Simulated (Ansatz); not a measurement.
# In chain started as a strip of triangles: period, moment and channels by functional, part 3 of 4

Wanted: the relaxed geometry and the open channels of the In chain started as a strip of triangles, by several methods.

Ansatz 0.2.0; DFT PBE, plane waves, PAW; relaxation of a chain's period (the session's first sound run).

So far, conductance of the lead as this run defines it (G₀): 4.00 in steps 3, 5 and 7.

## (8) The relaxed wire, cutoff 500 eV

This step: DFT r2SCAN, plane waves, PAW; relaxation of a chain's period (Ansatz 0.2.0).

The relaxation is repeated under another functional. r2SCAN also reads the kinetic-energy density; it often gives larger moments and wider gaps than PBE, at a higher cost. Against the first PBE run of this kind, the cutoff is 500 eV against 420.

Input file input.yaml:

```yaml
crystal:
  lattice:
    - [9.0, 0.0, 0.0]
    - [0.0, 7.5, 0.0]
    - [0.0, 0.0, 2.77894]
  atoms:
    - { symbol: In, position: [0.368097778, 0.5, 0.0], spin: 0.5 }
    - { symbol: In, position: [0.631902222, 0.5, 0.5], spin: 0.5 }
magnetization:
  spin_polarized: true
kpoints:
  mp_grid: { grid: [1, 1, 29] }
scf:
  occupations: { method: fermi_dirac, width: 0.05 }
hamiltonian:
  xc: r2scan
relax:
  cell: { fix: [a, b, alpha, beta, gamma] }
  max_steps: 60
```

Command:

```console
> ansatz run input.yaml --threads 4 --pin off --max-ram 8192MiB --backend cpu --events-out ev --progress --plain --runs-dir out
```

Numbers of over 12 decimals in the logs are rounded to 6 here.

Output:

```text
[...]
Crystal: 2 atoms, lattice volume = 187.578 Å³
Basis set: ecut = 500 eV, 4761 PW (Γ), exchange–correlation on 288×240×96 points (64 copies of the dense FFT grid, shifted against one another)
Bands: 18, of which v1, the nominal top of the filled ones, is band 13 counted from 1 (12 counted from 0)
Symmetry: 8 space group operations
[...]
0.000000       0.221744       0.000000
        0.000000       0.000000      -0.010823
  P = ⅓ Tr σ = -0.1600 GPa (-1.600 kbar)
--- Relaxed structure (4 steps of the walk, 4 accepted, 1 SCFs on fresh bases) ---
[...]
cell:  # Å, volume = 191.9369 Å³
    - [9.0, 0.0, 0.0]
    - [0.0, 7.5, 0.0]
    - [0.0, 0.0, 2.843510]
  atoms:
    - { symbol: In, position: [0.342922, 0.5, 0.0] }
    - { symbol: In, position: [0.657078, 0.5, 0.5] }
[key lines of the parts left out:]
SCF converged after 5 iterations
Magnetization: 0.0000 μB (13.0000 up, 13.0000 down)
Free energy (F): -11222.234734 eV
Fermi energy:    -0.224685 eV
```

Run time: 43 s. Hardware: 4 threads of Arm Neoverse V1, shared host; peak memory 0.97 GiB; 2.7 min of CPU time.

The steps of the relaxation:

```csv
step,energy less that of the first step (eV),largest force component (eV/Å),pressure (GPa),volume (Å³)
1,0.0000,1.9855,1.74,187.58
2,-0.3645,0.1906,0.35,188.32
3,-0.3776,0.0571,0.08,189.93
4,-0.3815,0.0041,-0.16,191.94
5*,-0.3817,0.0041,-0.16,191.94
```

Relaxation steps marked * repeat the geometry before them on a plane-wave basis chosen anew for their cell, so energy and pressure can jump there.

Forces are held to the 8 operations that the run works with; a distortion that breaks them can't arise in this run.

```csv
cell as run,before,after,change
c (Å),2.779,2.844,+2.3 %
```

The atoms that moved most (Å, along periodic axes as changes of fractional coordinates times the final cell, across vacuum about the mean position):

```csv
atom,dx,dy,dz,length
In1,-0.227,0.000,0.000,0.227
In2,0.227,0.000,0.000,0.227
```

Final coordinates:

```cif
data_structure
_symmetry_space_group_name_H-M 'P 1'
_symmetry_Int_Tables_number 1
_cell_length_a 9.0000
_cell_length_b 7.5000
_cell_length_c 2.8435
_cell_angle_alpha 90.000
_cell_angle_beta 90.000
_cell_angle_gamma 90.000
_cell_volume 191.94
loop_
_atom_site_label
_atom_site_type_symbol
_atom_site_fract_x
_atom_site_fract_y
_atom_site_fract_z
_atom_site_occupancy
In1 In 0.34292 0.50000 0.00000 1
In2 In 0.65708 0.50000 0.50000 1
```

The cell's length comes to 2.844 Å, -2.2 % against the first run, with no moment.

## (9) Bands of the perfect wire, level r2SCAN, cutoff 500 eV

This step: DFT r2SCAN, plane waves, PAW; channels and complex bands of a perfect chain (Ansatz 0.2.0).

The channels are counted again under r2SCAN, at the period that it gave. Its window is narrower, to save time.

Input file input.yaml:

```yaml
crystal:
  lattice:
    - [9.0, 0.0, 0.0]
    - [0.0, 7.5, 0.0]
    - [0.0, 0.0, 2.8435101564]
  atoms:
    - { symbol: In, position: [0.342922287, 0.5, 0.0] }
    - { symbol: In, position: [0.657077713, 0.5, 0.5] }
kpoints:
  mp_grid: { grid: [1, 1, 29] }
  band_path: { path: ["Γ", Z], npoints: 60 }
scf:
  occupations: { method: fermi_dirac, width: 0.05 }
hamiltonian:
  xc: r2scan
output:
  transmission:
    e_range: [-0.7, 0.7]
    de: 0.035
    kmesh: [1, 1]
    reduced_basis: true
    leads: [[0, 0]]
  dos: { projected: true, e_range: [-6, 4] }
```

Output:

```text
[...]
Crystal: 2 atoms, lattice volume = 191.937 Å³
Basis set: ecut = 500 eV, 4877 PW (Γ), exchange–correlation on 288×240×96 points (64 copies of the dense FFT grid, shifted against one another)
Bands: 17, of which v1, the nominal top of the filled ones, is band 13 counted from 1 (12 counted from 0)
Symmetry: 8 space group operations
[...]
k-points: 15 of 29
[...]
k-point 14: bands = [... 9 lower, -14.8329, -2.9831, -2.2039, -0.6534, 0.1061, 3.6561, 3.8864, 4.0745]
--- Transmission ---
  basis      : 711 plane waves across, 4 finite elements along
  points     : 1, standing for a mesh of 1 x 1
[...]
crystal 0  : In2, at the sites [0, 0], period 2.8435 Å: whole cells are its period
[...]
filled         : 24.0 meV under the level at which it is neutral
    channels       : 4.000000e0 a spin
[...]
[key lines of the parts left out:]
SCF converged after 7 iterations
Free energy (F): -11222.234734 eV
Fermi energy:    -0.224598 eV
```

Wall time 20 s (4 threads); peak memory 1 GiB; 69 s of CPU time.

At the computed energy nearest the Fermi level there are 4 channels a spin, and the thermal average gives 4.00 G₀.

## (10) Comparing the runs

Times are for 4 threads of Arm Neoverse V1, shared host. The runs compared:

```csv
no.,level,conductance of the lead as this run defines it (G₀),time,memory (GiB)
1,PBE,4.000,29 s,0.68
2,PBEsol,4.000,25 s,0.68
3,LDA,4.000,23 s,0.66
4,r2SCAN,4.000,20 s,1
```

## (11) The relaxed wire, cutoff 952.399 eV

This step: DFT PBE, plane waves, norm-conserving; relaxation of a chain's period (Ansatz 0.2.0).

The same functional on other atomic datasets tests how far the result hangs on the treatment of the cores. Against the first PBE run of this kind, the cutoff is 952.399 eV against 420.

Input file input.yaml:

```yaml
crystal:
  lattice:
    - [9.0, 0.0, 0.0]
    - [0.0, 7.5, 0.0]
    - [0.0, 0.0, 2.77894]
  atoms:
    - { symbol: In, position: [0.368097778, 0.5, 0.0], spin: 0.5 }
    - { symbol: In, position: [0.631902222, 0.5, 0.5], spin: 0.5 }
magnetization:
  spin_polarized: true
kpoints:
  mp_grid: { grid: [1, 1, 29] }
scf:
  occupations: { method: fermi_dirac, width: 0.05 }
hamiltonian:
  xc: pbe
  pseudopotentials: { kind: nc, accuracy: standard }
relax:
  cell: { fix: [a, b, alpha, beta, gamma] }
  max_steps: 60
```

Output:

```text
[...]
Crystal: 2 atoms, lattice volume = 187.578 Å³
Basis set: ecut = 952.398519 eV, 12501 PW (Γ), exchange–correlation on 192×160×60 points (8 copies of the dense FFT grid, shifted against one another)
Bands: 18, of which v1, the nominal top of the filled ones, is band 13 counted from 1 (12 counted from 0)
Symmetry: 8 space group operations
[...]
0.000000       0.000000       0.042773
  P = ⅓ Tr σ = -0.1283 GPa (-1.283 kbar)
--- Relaxed structure (6 steps of the walk, 6 accepted, 1 SCFs on fresh bases) ---
[...]
cell:  # Å, volume = 196.0317 Å³
    - [9.0, 0.0, 0.0]
    - [0.0, 7.5, 0.0]
    - [0.0, 0.0, 2.904173]
  atoms:
    - { symbol: In, position: [0.338105, 0.5, 0.0] }
    - { symbol: In, position: [0.661895, 0.5, 0.500000] }
[key lines of the parts left out:]
SCF converged after 5 iterations
Magnetization: 0.0000 μB (13.0000 up, 13.0000 down)
Free energy (F): -3615.237086 eV
Fermi energy:    -0.054098 eV
```

Wall time 39 s (4 threads); peak memory 0.89 GiB.

The cell's length comes to 2.904 Å, -0.1 % against the first run, with no moment.

## (12) Relaxing the period

This step: DFT PBE, plane waves, PAW; relaxation of a chain's period (Ansatz 0.2.0).

No moment formed, so a run without spin should agree; this checks it and saves time.

input.yaml, the sections that differ from step 11:

```yaml
crystal:
  lattice:
    - [9.0, 0.0, 0.0]
    - [0.0, 7.5, 0.0]
    - [0.0, 0.0, 2.77894]
  atoms:
    - { symbol: In, position: [0.368097778, 0.5, 0.0] }
    - { symbol: In, position: [0.631902222, 0.5, 0.5] }
hamiltonian:
  xc: pbe
# kpoints, scf, relax: as in step 11
# magnetization: removed
```

Output:

```text
[...]
Crystal: 2 atoms, lattice volume = 187.578 Å³
Basis set: ecut = 420 eV, 3687 PW (Γ), exchange–correlation on 128×108×40 points (8 copies of the dense FFT grid, shifted against one another)
Bands: 17, of which v1, the nominal top of the filled ones, is band 13 counted from 1 (12 counted from 0)
Symmetry: 8 space group operations
[...]
k-points: 15 of 29
[...]
-0.661270       0.000000       0.000000
        0.000000       0.226805       0.000000
        0.000000       0.000000      -0.002962
  P = ⅓ Tr σ = -0.1458 GPa (-1.458 kbar)
--- Relaxed structure (8 steps of the walk, 8 accepted, 1 SCFs on fresh bases) ---
[...]
cell:  # Å, volume = 196.3104 Å³
    - [9.0, 0.0, 0.0]
    - [0.0, 7.5, 0.0]
    - [0.0, 0.0, 2.908302]
  atoms:
    - { symbol: In, position: [0.337879, 0.5, 0.0] }
    - { symbol: In, position: [0.662121, 0.5, 0.5] }
[key lines of the parts left out:]
SCF converged after 5 iterations
Free energy (F): -11194.410860 eV
Fermi energy:    -0.132042 eV
```

It took 7.8 s on 4 threads; peak memory 0.46 GiB.

The cell's length comes to 2.908 Å, -0.0 % against the first run, with spin left out.

## (13) Comparing the runs

Times are for 4 threads of Arm Neoverse V1, shared host. Results by setting:

```csv
no.,level,cell length along the wire (Å),time,memory (GiB)
1,PBE,2.908,19 s,0.49
2,PBEsol,2.831,12 s,0.5
3,LDA,2.792,9.3 s,0.47
4,r2SCAN,2.844,43 s,0.97
5,"PBE, NC files",2.904,39 s,0.89
6,"PBE, no spin",2.908,7.8 s,0.46
```

## (14) With spin-orbit coupling

This step: DFT PBE, plane waves, fully relativistic PAW; channels of a perfect chain with spin-orbit coupling (Ansatz 0.2.0).

Spin-orbit coupling mixes the spins and splits bands that cross or touch without it, so it can open or close channels. Fully relativistic datasets take the place of the scalar ones. The window is narrow, since spinor matrices are twice as large.

Input file input.yaml:

```yaml
crystal:
  lattice:
    - [9.0, 0.0, 0.0]
    - [0.0, 7.5, 0.0]
    - [0.0, 0.0, 2.9083055932]
  atoms:
    - { symbol: In, position: [0.337878374, 0.5, 0.0] }
    - { symbol: In, position: [0.662121626, 0.5, 0.5] }
kpoints:
  mp_grid: { grid: [1, 1, 28] }
  band_path: { path: ["Γ", Z], npoints: 60 }
scf:
  occupations: { method: fermi_dirac, width: 0.05 }
hamiltonian:
  xc: pbe
  pseudopotentials: { kind: paw_fr }
output:
  transmission:
    e_range: [-0.42, 0.42]
    de: 0.035
    kmesh: [1, 1]
    reduced_basis: false
    leads: [[0, 0]]
magnetization:
  noncollinear: true
  spin_orbit: true
```

Output:

```text
[...]
non-collinear run that drives no moment, with spin-orbit: no starting moment large enough to seed its density (crystal.atoms[].spin), no starting occupations that ask for one, no magnetisation constraint and no magnetic field, so the semilocal B_xc is pinned to zero
Crystal: 2 atoms, lattice volume = 196.311 Å³
Basis set: ecut = 420 eV, 3823 PW (Γ)
Bands: 34, of which v1, the nominal top of the filled ones, is band 26 counted from 1 (25 counted from 0)
Symmetry: 8 space group operations + 8 with time reversal
[...]
k-points: 15 of 28
Projection manifold: j_resolved (fully-relativistic pseudo-atomic orbitals)
[...]
SCF iter   1: F=—  HF=-11198.361720 eV  |F-HF|=—  |Δ(HF+E_count)|=         —  Δρ=9.02e-3  dr2=3.81e-1  dr2_m=0.00e0 (ungated)  ethr=3.10e-3  |M|=0.00e0 ∫|m|=0.00e0 μB  |m|>n=0.0e0 m-floor=0.0e0 τ_xc=0.0e0  β_m=1.00  ⟨swp⟩=8.3  Hψ=1374  notcnv=0
[...]
spin=Noncollinear: LDOS preconditioning applied to the charge; magnetization (m_x, m_y, m_z) channels mix plain (no charge-response kernel on spin).
SCF iter   2: F=—  HF=-11198.248291 eV  |F-HF|=—  |Δ(HF+E_count)|=   1.13e-1  Δρ=4.91e-3  dr2=4.43e-2  dr2_m=0.00e0 (ungated)  ethr=1.47e-3  |M|=0.00e0 ∫|m|=0.00e0 μB  |m|>n=0.0e0 m-floor=0.0e0 τ_xc=0.0e0  β_m=0.98  ⟨swp⟩=3.8  Hψ=572  notcnv=0  defer=28
[...]
SCF iter   8: F=-11198.249676 eV  HF=-11198.249676 eV  |F-HF|=5.08e-9  |Δ(HF+E_count)|=   2.91e-7  Δρ=1.40e-6  dr2=5.01e-9  dr2_m=0.00e0 (ungated)  ethr=3.85e-10  |M|=0.00e0 ∫|m|=0.00e0 μB  |m|>n=0.0e0 m-floor=0.0e0 τ_xc=0.0e0  ⟨swp⟩=9.5  Hψ=931  notcnv=0
SCF 1 converged in 8 iterations: F = -11198.249676 eV  dr2 = 5.01e-9
[...]
transmission: 4 of 4 steps passed
SCF converged after 8 iterations
Magnetization: |M| = 0.0000 μB,  M = (+0.0000, +0.0000, +0.0000) μB
Absolute magnetization: 0.0000 μB (∫|m|)
  site 0: m = (+0.0000, +0.0000, +0.0000) μB, |m| = 0.0000 μB  (R = 1.20 Å)
  site 1: m = (+0.0000, +0.0000, +0.0000) μB, |m| = 0.0000 μB  (R = 1.20 Å)
Free energy (F): -11198.249676 eV
[...]
Internal energy: -11198.235970 eV  (E = F + TS)
E sigma→0 (E₀):  -11198.242823 eV
Entropy (-TS):   -0.013706 eV (-6.853 meV/atom)
Fermi energy:    -0.121922 eV
[...]
--- Band table (eV; the first three rows and the last of 15) ---
  k-point 0: bands = [... 22 lower, -5.2442, -5.2442, -1.0498, -1.0498, -0.7686, -0.7686, 0.9705, 0.9705, ... 4 higher]
  k-point 1: bands = [... 22 lower, -5.2224, -5.2224, -1.0224, -1.0224, -0.7423, -0.7423, 0.9966, 0.9966, ... 4 higher]
  k-point 2: bands = [... 22 lower, -5.1570, -5.1570, -0.9406, -0.9406, -0.6635, -0.6635, 1.0747, 1.0747, ... 4 higher]
  k-point 14: bands = [... 22 lower, -2.4712, -2.4712, -0.4950, -0.4950, -0.4950, -0.4950, 3.4760, 3.4760, ... 4 higher]
--- Transmission ---
  basis      : 595 plane waves across, 4 finite elements along
  points     : 1, standing for a mesh of 1 x 1
[...]
crystal 0  : In2, at the sites [0, 0], period 2.9083 Å: whole cells are its period
[...]
filled         : 32.4 meV over the level at which it is neutral
    channels       : 8.000000e0 of both spins
[...]
```

It took 7.8 min on 4 threads; peak memory 4.5 GiB; 27 min of CPU time.

This step gave:

* energy at zero smearing: -11198.2428 eV
* channels at the energy nearest the Fermi level, both spins: 8

The open channels of the lead, both spins stays at 8 for energy from -0.42 to 0.42 eV.

The slowest values at each energy, most degenerate partners merged, listed up to 1.5 1/Å. Table of Im kz of the slowest decaying states by energy, zero at the Fermi level:

```csv
energy (eV),decay 1 (Å⁻¹),decay 2 (Å⁻¹),decay 3 (Å⁻¹),decay 4 (Å⁻¹)
-0.420,0.570,0.945,1.10,1.18
-0.385,0.564,0.941,1.10,1.18
-0.350,0.557,0.937,1.10,1.17
-0.280,0.544,0.928,0.929,1.09
-0.245,0.538,0.922,0.927,1.08
-0.210,0.531,0.917,0.924,1.08
-0.175,0.524,0.911,0.920,1.08
-0.140,0.517,0.906,0.917,1.07
-0.070,0.503,0.895,0.910,1.06
-0.035,0.496,0.890,0.907,1.06
0.000,0.488,0.884,0.903,1.06
0.035,0.481,0.879,0.900,1.05
0.070,0.473,0.873,0.896,1.05
0.140,0.457,0.862,0.889,1.04
0.175,0.449,0.857,0.885,1.04
0.210,0.441,0.851,0.882,1.03
0.245,0.432,0.846,0.878,1.03
0.280,0.423,0.840,0.874,1.02
0.350,0.405,0.829,0.867,1.02
0.385,0.396,0.823,0.863,1.01
0.420,0.386,0.817,0.859,1.01
```

The electronic bands at the labelled points (eV, zero at the Fermi level):

```csv
point,band 23,band 24,band 25,band 26,band 27,band 28,band 29,band 30
Γ,-5.12,-5.12,-0.93,-0.93,-0.65,-0.65,1.09,1.09
halfway,-4.02,-4.02,0.36,0.36,0.60,0.60,2.31,2.31
Z,-2.35,-2.35,-0.37,-0.37,-0.37,-0.37,3.60,3.60
```

At the computed energy nearest the Fermi level there are 8 spinor channels, and the thermal average gives 4.00 G₀.

(Part 3 of 4 ends here.)

[Logs are printed without paths, hosts, clocks, repeated set-up lines and the standing remarks that a program may print on its own settings, such as how far it seeks lower states.]

[Hosts, paths, dates, database ids (printed as entryN), source tags and the programs' standing remarks are cut or masked in the printed files.]
